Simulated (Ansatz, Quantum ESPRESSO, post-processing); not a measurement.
# honeycomb AlN, 2 layers, AB' stacking in an electric field, part 5 of 5

How does honeycomb AlN, 2 layers, AB' stacking respond to a gate-like field without added charge?

Quantum ESPRESSO 7.5; plane-wave DFT, PBE, SG15 norm-conserving pseudopotentials; geometry and cross-check by Ansatz 0.2.0 with PAW datasets.

So far. Step 13 (Band structure: field -0.2 V/Å): Along this path the valence top lies at K and the conduction bottom at Γ. Step 14 (Valence density): The density integrates to 32.000 electrons, as the 32 of the input ask.

### 16. Charge moved by a field of 0.2 V/Å

Numbers from this step:

```
largest charge moved across a plane : 0.001064 e/Å²
dipole step                         : -1.079 eV
```

The planar mean oscillates, so the rows of the table below give means over windows of 1.27 Å about each position, cut where the curve ends. Its maxima inside the range that stand out by 2 % of the span (Å: e/Å³): 7.2: 7.9e-4, 8.5: 2.0e-4, 11.0: 6.9e-4, 12.3: 1.9e-4. Its minima: 8.0: -2.0e-4, 9.3: -6.9e-4, 11.8: -2.0e-4, 13.1: -8.0e-4.

Table of planar mean by z; means over each step:

z (Å), planar mean (e/Å³) and a bar from the least value:
```
     1.91    0.00000 ###############
     3.17    0.00000 ###############
     4.45    0.00001 ###############
     5.71    0.00015 ###################
     6.98    0.00063 ##############################
     8.26    0.00001 ###############
     9.53   -0.00046 ####
    10.79    0.00047 ##########################
    12.06   -0.00003 ##############
    13.33   -0.00063 
    14.61   -0.00013 ############
    15.88   -0.00001 ###############
    17.15    0.00000 ###############
    18.42    0.00000 ###############
```

Table of running integral, electrons below z by z:

| z (Å) | running integral, electrons below z (e/Å²) |
| --- | --- |
| 2.5 | 4.7e-8 |
| 3.0 | 1.5e-7 |
| 3.5 | 5.1e-7 |
| 4.0 | 1.6e-6 |
| 4.5 | 5.2e-6 |
| 5.0 | 1.6e-5 |
| 5.5 | 4.4e-5 |
| 6.0 | 1.2e-4 |
| 6.5 | 2.9e-4 |
| 7.0 | 6.1e-4 |
| 7.5 | 9.7e-4 |
| 8.0 | 0.00103 |
| 8.5 | 0.00105 |
| 9.0 | 9.4e-4 |
| 9.5 | 6.1e-4 |
| 10.0 | 4.4e-4 |
| 10.5 | 5.2e-4 |
| 11.0 | 8.2e-4 |
| 11.5 | 0.00106 |
| 12.0 | 0.00101 |
| 12.5 | 0.00104 |
| 13.0 | 7.4e-4 |
| 13.5 | 3.7e-4 |
| 14.0 | 1.6e-4 |
| 14.5 | 5.8e-5 |
| 15.0 | 2.0e-5 |
| 15.5 | 6.3e-6 |
| 16.0 | 1.9e-6 |
| 16.5 | 5.4e-7 |
| 17.0 | 1.5e-7 |
| 17.5 | 4.2e-8 |

### 17. Polarisability from the dipole between 0 and 0.1 V/A

Read from the output:

| Property | Result |
| --- | --- |
| change of slope in the vacuum | 0.09999 eV/Å |
| polarisability a cell | 3.619 Å³ |
| sheet polarisability 4πα/A | 5.397 Å |

The change of the potential energy, second field less first by z:

| z (Å) | change of the potential energy, second field less first (eV) |
| --- | --- |
| 0.0 | -0.372 |
| 0.5 | -0.695 |
| 1.0 | -0.645 |
| 1.5 | -0.595 |
| 2.0 | -0.545 |
| 2.5 | -0.495 |
| 3.0 | -0.445 |
| 3.5 | -0.395 |
| 4.0 | -0.345 |
| 4.5 | -0.295 |
| 5.0 | -0.245 |
| 5.5 | -0.196 |
| 6.0 | -0.149 |
| 6.5 | -0.107 |
| 7.0 | -0.0751 |
| 7.5 | -0.0592 |
| 8.0 | -0.0557 |
| 8.5 | -0.0520 |
| 9.0 | -0.0490 |
| 9.5 | -0.0354 |
| 10.0 | -0.00906 |
| 10.5 | 0.0206 |
| 11.0 | 0.0424 |
| 11.5 | 0.0501 |
| 12.0 | 0.0529 |
| 12.5 | 0.0561 |
| 13.0 | 0.0632 |
| 13.5 | 0.0864 |
| 14.0 | 0.124 |
| 14.5 | 0.169 |
| 15.0 | 0.217 |
| 15.5 | 0.266 |
| 16.0 | 0.316 |
| 16.5 | 0.366 |
| 17.0 | 0.416 |
| 17.5 | 0.466 |
| 18.0 | 0.516 |
| 18.5 | 0.566 |
| 19.0 | 0.616 |
| 19.5 | 0.666 |
| 20.0 | 0.149 |

### 18. Dipole against field

The dipole along the normal, dipole moment by applied field:

| applied field (V/Å) | dipole along the normal, dipole moment (e·Å) |
| --- | --- |
| -0.200 | -0.0503 |
| 0.000 | 0 |
| 0.100 | 0.0251 |
| 0.200 | 0.0503 |

### 19. The same in Ansatz: field 0.1 V/Å

As a check, the same structure is run in Ansatz.

Level of this step: plane-wave DFT, PBE, Ansatz PAW (Ansatz 0.2.0).

The input, input.yaml:

```yaml
crystal:
  lattice:
    - [3.1190952422, 0.0, 0.0]
    - [-1.5595476211, 2.7012157166, 0.0]
    - [0.0, 0.0, 20.3]
  atoms:
    - { symbol: "N", position: [0.6666666667, 0.3333333333, 0.4075142842] }
    - { symbol: Al, position: [0.3333333333, 0.6666666667, 0.4080577366] }
    - { symbol: "N", position: [0.6666666667, 0.3333333333, 0.5924858094] }
    - { symbol: Al, position: [0.0, 0.0, 0.5919421698] }
kpoints:
  mp_grid: { grid: [12, 12, 1] }
hamiltonian:
  xc: pbe
scf:
  occupations: { method: fermi_dirac, width: 0.054 }
  convergence: { dr2_threshold: 1.0e-09 }
efield:
  axis: 3
  dipole_correction: true
  ramp_position: 0.97
  ramp_width: 0.04
  amplitude: 0.1
output:
  write_potential: true
  write_density: true
  volumetric_format: npy
```

Run with:

```bash
> ansatz run input.yaml --threads 4 --pin off --max-ram 8192MiB --backend cpu --events-out ev --progress --plain --runs-dir out
```

Numbers of over 12 decimals in the logs are rounded to 6 here.

The program printed:

```text
[...]
Crystal: 4 atoms, lattice volume = 171.035 Å³
Basis set: ecut = 420 eV, 3319 PW (Γ)
Bands: 12, of which v1, the nominal top of the filled ones, is band 8 counted from 1 (7 counted from 0)
Symmetry: 6 space group operations
k-points: 19 of 144 (time reversal used)
[...]
SCF iter   1: F=—  HF=-1853.898447 eV  |F-HF|=—  |Δ(HF+E_count)|=         —  Δρ=1.03e-1  dr2=2.51e1  ethr=3.10e-3  p=0.032 e·Å  D=3.43e-2 V/Å  ΔV_dip=-0.70 eV  dr2_dipole=4.38e-4  V_vac-E_F(+/−)=9.69/8.51 eV  ⟨swp⟩=7.5  Hψ=1779  notcnv=0
[...]
SCF iter  12: F=-1846.446779 eV  HF=-1846.446779 eV  |F-HF|=3.24e-10  |Δ(HF+E_count)|=   3.07e-9  Δρ=5.04e-7  dr2=4.84e-10  ethr=6.25e-12  p=0.025 e·Å  D=2.67e-2 V/Å  ΔV_dip=-0.54 eV  dr2_dipole=9.56e-14  V_vac-E_F(+/−)=4.58/3.25 eV  ⟨swp⟩=4.9  Hψ=1043  notcnv=0
SCF 1 converged in 12 iterations: F = -1846.446779 eV  dr2 = 4.84e-10
[...]
SCF converged after 12 iterations
Free energy (F): -1846.446779 eV
[...]
Internal energy: -1846.446779 eV  (E = F + TS)
E sigma→0 (E₀):  -1846.446779 eV
Fermi energy:    -0.903390 eV
Dipole field:    D = 0.026678 V/Å  (p = 0.025216 e·Å, saw-weighted, corrected)
Work function:   not extracted (applied field tilts the vacuum); planar V_es + V_field profile in the machine report
[...]
--- Band table (eV; the first three rows and the last of 19) ---
  k-point 0: bands = [... 4 lower, -3.0890, -3.0890, -2.9800, -2.9800, 0.1924, 1.6133, 2.6535, 3.4679]
  k-point 1: bands = [... 4 lower, -3.4731, -3.3475, -3.1451, -3.0356, 0.4824, 1.8187, 2.7971, 3.5746]
  k-point 2: bands = [... 4 lower, -4.2296, -3.7125, -3.2924, -3.1818, 1.1146, 2.2931, 3.1644, 3.8271]
  k-point 18: bands = [... 4 lower, -5.9619, -5.8774, -2.5542, -2.0899, 3.3554, 3.4305, 5.3047, 5.4146]
```

Wall time 2.1 s (4 threads of Arm Neoverse V2, shared host); peak memory 0.36 GiB; 6.5 s of CPU time.

Read from the output:

```
free energy             : -1846.4468 eV
Fermi energy            : -0.9034 eV
gap by band count       : 2.282 eV
dipole along the normal : 0.02522 e·Å
```

At 0.1 V/Å Ansatz's dipole is 0.0252 e Å against 0.0251 from pw.x.

### 20. Cross-check with Ansatz: field -0.1 V/Å

input.yaml is the input of step 19 with these lines changed:

```diff
@@ -22,3 +22,3 @@
   ramp_width: 0.04
-  amplitude: 0.1
+  amplitude: -0.1
 output:
```

The program printed:

```text
[...]
Crystal: 4 atoms, lattice volume = 171.035 Å³
Basis set: ecut = 420 eV, 3319 PW (Γ)
Bands: 12, of which v1, the nominal top of the filled ones, is band 8 counted from 1 (7 counted from 0)
Symmetry: 6 space group operations
k-points: 19 of 144 (time reversal used)
[...]
--- Band table (eV; the first three rows and the last of 19) ---
  k-point 0: bands = [... 4 lower, -3.1188, -3.1188, -3.0098, -3.0098, 0.1626, 1.5837, 2.6533, 3.4607]
  k-point 1: bands = [... 4 lower, -3.5029, -3.3773, -3.1748, -3.0654, 0.4526, 1.7892, 2.7958, 3.5823]
  k-point 2: bands = [... 4 lower, -4.2594, -3.7423, -3.3222, -3.2116, 1.0848, 2.2636, 3.1540, 3.8522]
  k-point 18: bands = [... 4 lower, -5.9917, -5.9072, -2.5840, -2.1197, 3.3257, 3.4007, 5.2750, 5.3848]
[key lines of the parts left out:]
SCF converged after 12 iterations
Free energy (F): -1846.446779 eV
Fermi energy:    -0.933152 eV
Dipole field:    D = -0.026679 V/Å  (p = -0.025217 e·Å, saw-weighted, corrected)
```

It took 1.7 s on 4 threads; peak memory 0.36 GiB.

Numbers from this step:

| Item | Value |
| --- | --- |
| Fermi energy | -0.9332 eV |
| dipole along the normal | -0.02522 e·Å |

### 21. Dipole against field, Ansatz

The dipole along the normal, dipole moment by applied field:

| applied field (V/Å) | dipole along the normal, dipole moment (e·Å) |
| --- | --- |
| -0.1000 | -0.0252 |
| 0.0000 | 4.3e-7 |
| 0.1000 | 0.0252 |

### 22. Ground state, with K_POINTS = [8, 8, 1]

How much does a setting matter? One run is repeated with a change.

Level of this step: plane-wave DFT, PBE, SG15 norm-conserving pseudopotentials (Quantum ESPRESSO 7.5).

The input, f1.w0.in:

```
&control
  prefix = 'f1.w0'
  outdir = './out'
  pseudo_dir = './pseudo'
  calculation = 'scf'
  tprnfor = .true.
  tefield = .true.
  dipfield = .true.
/
&system
  ibrav = 0
  nat = 4
  ntyp = 2
  ecutwfc = 60
  ecutrho = 240
  occupations = 'smearing'
  smearing = 'fd'
  degauss = 0.004
  edir = 3
  emaxpos = 0.97
  eopreg = 0.04
  eamp = 0.00194469
/
&electrons
  conv_thr = 1e-09
  mixing_beta = 0.4
  electron_maxstep = 120
  mixing_mode = 'plain'
/
ATOMIC_SPECIES
  N   14.0070  N_ONCV_PBE-1.2.upf
  Al  26.9815  Al_ONCV_PBE-1.2.upf
CELL_PARAMETERS angstrom
  3.11909524224429 -0.00000000000000 0.00000000000000
  -1.55954762112215 2.70121571660673 0.00000000000000
  0.00000000000000 0.00000000000000 20.30000000000000
ATOMIC_POSITIONS crystal
  N   0.666666666667 0.333333333333 0.407514284202
  Al  0.333333333333 0.666666666667 0.408057736613
  N   0.666666666667 0.333333333333 0.592485809428
  Al  -0.000000000000 -0.000000000000 0.591942169756
K_POINTS automatic
  8 8 1 0 0 0
```

Run with:

```bash
> OMP_NUM_THREADS=1 mpirun -n 4 pw.x -nk 4 -in f1.w0.in > f1.w0.out
```

The program printed:

```text
[banner, memory and clock lines left out]
Program PWSCF v.7.5 starts
[citation notice left out]

[...]
bravais-lattice index     =            0
     lattice parameter (alat)  =       5.8942  a.u.
     unit-cell volume          =    1154.1986 (a.u.)^3
     number of atoms/cell      =            4
     number of atomic types    =            2
     number of electrons       =        32.00
     number of Kohn-Sham states=           20
     kinetic-energy cutoff     =      60.0000  Ry
     charge density cutoff     =     240.0000  Ry
     scf convergence threshold =      1.0E-09
     mixing beta               =       0.4000
     number of iterations used =            8  plain     mixing
     Exchange-correlation= PBE
                           (   1   4   3   4   0   0   0)

[...]
PseudoPot. # 1 for N  read from file:
     ./pseudo/N_ONCV_PBE-1.2.upf
     Pseudo is Norm-conserving, Zval =  5.0
     Generated using ONCVPSP code by D. R. Hamann
     Using radial grid of  602 points,  4 beta functions with:
                l(1) =   0
                l(2) =   0
                l(3) =   1
                l(4) =   1

     PseudoPot. # 2 for Al read from file:
     ./pseudo/Al_ONCV_PBE-1.2.upf
     Pseudo is Norm-conserving, Zval = 11.0
     Generated using ONCVPSP code by D. R. Hamann
     Using radial grid of  602 points,  4 beta functions with:
                l(1) =   0
                l(2) =   0
                l(3) =   1
                l(4) =   1

     atomic species   valence    mass     pseudopotential
     N                 5.00    14.00700     N ( 1.00)
     Al               11.00    26.98150     Al( 1.00)

     No symmetry found

[...]
number of k points=    34  Fermi-Dirac smearing, width (Ry)=  0.0040
[...]
Dense  grid:    72579 G-vectors     FFT dimensions: (  30,  30, 192)

     Initial potential from superposition of free atoms

     starting charge      31.8318, renormalised to      32.0000

     negative rho (up, down):  3.130E-04 0.000E+00

     Adding external electric field

     Computed dipole along edir(3) :
        Dipole               -0.0000 Ry au,         -0.0000 Debye
        Dipole field         -0.0000 Ry au,

        E field amplitude [Ha a.u.]:  1.9447E-03
        Potential amp.        0.1432 Ry
        Total length         36.8270 bohr

     Starting wfcs are random

     per-process dynamical memory:    59.9 Mb

     Self-consistent Calculation

     iteration #  1     ecut=    60.00 Ry     beta= 0.40
     Davidson diagonalization with overlap
     ethr =  1.00E-02,  avg # of iterations = 10.8

     negative rho (up, down):  4.041E-05 0.000E+00

     Adding external electric field

     Computed dipole along edir(3) :
        Dipole                0.0276 Ry au,          0.0701 Debye
        Dipole field          0.0003 Ry au,

        E field amplitude [Ha a.u.]:  1.9447E-03
        Potential amp.        0.1211 Ry
        Total length         36.8270 bohr

     total energy              =    -316.54333491 Ry
     estimated scf accuracy    <       1.60231383 Ry

     iteration #  2     ecut=    60.00 Ry     beta= 0.40
[...]
negative rho (up, down):  7.969E-07 0.000E+00

[...]
Dipole                0.0544 Ry au,          0.1382 Debye
[...]
E field amplitude [Ha a.u.]:  1.9447E-03
[...]
total energy              =    -316.87657746 Ry
     estimated scf accuracy    <       0.04680577 Ry

     iteration #  3     ecut=    60.00 Ry     beta= 0.40
[...]
Dipole                0.0222 Ry au,          0.0564 Debye
[...]
E field amplitude [Ha a.u.]:  1.9447E-03
[...]
total energy              =    -316.87672243 Ry
     estimated scf accuracy    <       0.01570420 Ry

     iteration #  4     ecut=    60.00 Ry     beta= 0.40
[...]
Dipole                0.0506 Ry au,          0.1285 Debye
[...]
E field amplitude [Ha a.u.]:  1.9447E-03
[...]
total energy              =    -316.87793096 Ry
     estimated scf accuracy    <       0.00337935 Ry

     iteration #  5     ecut=    60.00 Ry     beta= 0.40
[...]
Dipole                0.0473 Ry au,          0.1204 Debye
[...]
E field amplitude [Ha a.u.]:  1.9447E-03
[...]
total energy              =    -316.87807021 Ry
     estimated scf accuracy    <       0.00036948 Ry

     iteration #  6     ecut=    60.00 Ry     beta= 0.40
[...]
Dipole                0.0473 Ry au,          0.1203 Debye
[...]
E field amplitude [Ha a.u.]:  1.9447E-03
[...]
total energy              =    -316.87819260 Ry
     estimated scf accuracy    <       0.00009631 Ry

[...]
iteration #  9     ecut=    60.00 Ry     beta= 0.40
[...]
Dipole                0.0474 Ry au,          0.1206 Debye
[...]
E field amplitude [Ha a.u.]:  1.9447E-03
[...]
total energy              =    -316.87821036 Ry
     estimated scf accuracy    <       0.00000013 Ry

     iteration # 10     ecut=    60.00 Ry     beta= 0.40
[...]
Dipole                0.0475 Ry au,          0.1206 Debye
[...]
E field amplitude [Ha a.u.]:  1.9447E-03
[...]
total energy              =    -316.87821040 Ry
     estimated scf accuracy    <       0.00000003 Ry

     iteration # 11     ecut=    60.00 Ry     beta= 0.40
[...]
Dipole                0.0475 Ry au,          0.1206 Debye
[...]
E field amplitude [Ha a.u.]:  1.9447E-03
[...]
total energy              =    -316.87821040 Ry
     estimated scf accuracy    <          2.6E-09 Ry

     iteration # 12     ecut=    60.00 Ry     beta= 0.40
[...]
Dipole                0.0475 Ry au,          0.1206 Debye
[...]
E field amplitude [Ha a.u.]:  1.9447E-03
[...]
End of self-consistent calculation

          k = 0.0000 0.0000 0.0000 (  9113 PWs)   bands (ev):

  -102.4767-102.3699 -64.2593 -64.1526 -63.9099 -63.9099 -63.8031 -63.8031
   -15.5256 -15.3816  -4.5715  -3.5298  -2.5212  -2.5212  -2.4110  -2.4110
     0.7659   2.1863   3.2360   4.0456

          k = 0.0000 0.1443 0.0000 (  9077 PWs)   bands (ev):

  -102.4764-102.3696 -64.2592 -64.1525 -63.9111 -63.9102 -63.8042 -63.8034
   -15.3565 -15.2150  -4.3522  -3.3995  -3.2901  -3.1424  -2.6453  -2.5344
     1.3505   2.6105   3.5441   4.2605

[...]
the Fermi energy is    -0.3186 ev

!    total energy              =    -316.87821040 Ry
     estimated scf accuracy    <          3.7E-11 Ry
     smearing contrib. (-TS)   =      -0.00000000 Ry
     internal energy E=F+TS    =    -316.87821040 Ry

     The total energy is F=E-TS. E is the sum of the following terms:
     one-electron contribution =   -1479.31863978 Ry
     hartree contribution      =     719.68193484 Ry
     xc contribution           =     -41.70905454 Ry
     ewald contribution        =     484.46770916 Ry
     electric field correction =      -0.00016008 Ry

     convergence has been achieved in  12 iterations

     Forces acting on atoms (cartesian axes, Ry/au):

     atom    1 type  1   force =    -0.00000010    0.00000009   -0.00144774
     atom    2 type  2   force =    -0.00000002    0.00000003   -0.00116991
     atom    3 type  1   force =    -0.00000016   -0.00000002   -0.00129297
     atom    4 type  2   force =     0.00000028   -0.00000009    0.00391061

     Total force =     0.004520     Total SCF correction =     0.000009

[...]
```

Wall time 28 s (4 MPI ranks); peak memory 0.44 GiB; 1.9 min of CPU time.

The changed values were drawn from a wide range, not chosen for quality; the comparison shows what they did here together.

Beside the run it was changed from:

| quantity | this run | unchanged run | difference |
| --- | --- | --- | --- |
| dipole along the normal (e·Å) | 0.02511 | 0.02513 | -2.1e-5 |
| free energy (eV) | -4311.348 | -4311.348 | 6.1e-4 |
| wall time (s) | 28 | 47 |  |
| SCF iterations | 12 | 7 |  |

The free energy moves by +0.15 meV an atom.

This run starts from superposed atoms, the unchanged one from a saved density, so their iteration counts don't compare.

The physical values in this table move by up to 0.083 %.

### 23. The arithmetic

α = Δp/E = (0.02513 − (0.00000)) e Å / 0.1 V/Å = 0.2513 e Å²/V; times e/(4πε₀) = 14.40 V Å this is 3.618 Å³. With A = 8.425 Å², 4πα/A = 5.397 Å.

### 24. Outcome

| Property | Result |
| --- | --- |
| polarisability along the normal, a cell | 3.62 Å³ |
| sheet polarisability 4πα/A | 5.40 Å |
| dipole without a field | 0 e·Å |
| Kohn-Sham ionisation potential, upper face | 5.17 eV |
| gap along the path at 0 V/Å | 2.30 eV |
| gap along the path at 0.2 V/Å | 2.25 eV |
| gap along the path at -0.2 V/Å | 2.25 eV |

The sheet answers a field with a polarisability of 3.62 Å³ a cell, or 4πα/A = 5.40 Å (PBE, SG15 norm-conserving). In pw.x the dipole follows the field linearly over the range tried. A perfect conductor 5.40 Å thick would screen alike; the outer atoms lie 3.75 Å apart. At 0.1 V/Å the sheet takes 0.540 eV off the potential drop. At 0.2 V/Å the gap along the path goes from 2.30 to 2.25 eV. Quantum ESPRESSO and Ansatz give 3.619 and 3.631 Å³ for the polarisability (pw.x from 0 and 0.1 V/Å, Ansatz from ±0.1 V/Å), which agree. The ions stay at their zero-field places, so this is the electrons' response alone. Semilocal gaps are too small, and in strong fields empty levels can belong to the vacuum.

[Logs are printed without paths, hosts, clocks, repeated set-up lines and the standing remarks that a program may print on its own settings, such as how far it seeks lower states.]

[Hosts, paths, dates, database ids (printed as entryN), source tags and the programs' standing remarks are cut or masked in the printed files.]

[Maps of the electrostatic potential energy from Ansatz leave out the sawtooth potential of an applied field or a dipole correction, so their vacuum need not be flat; planar profiles and work functions include it.]
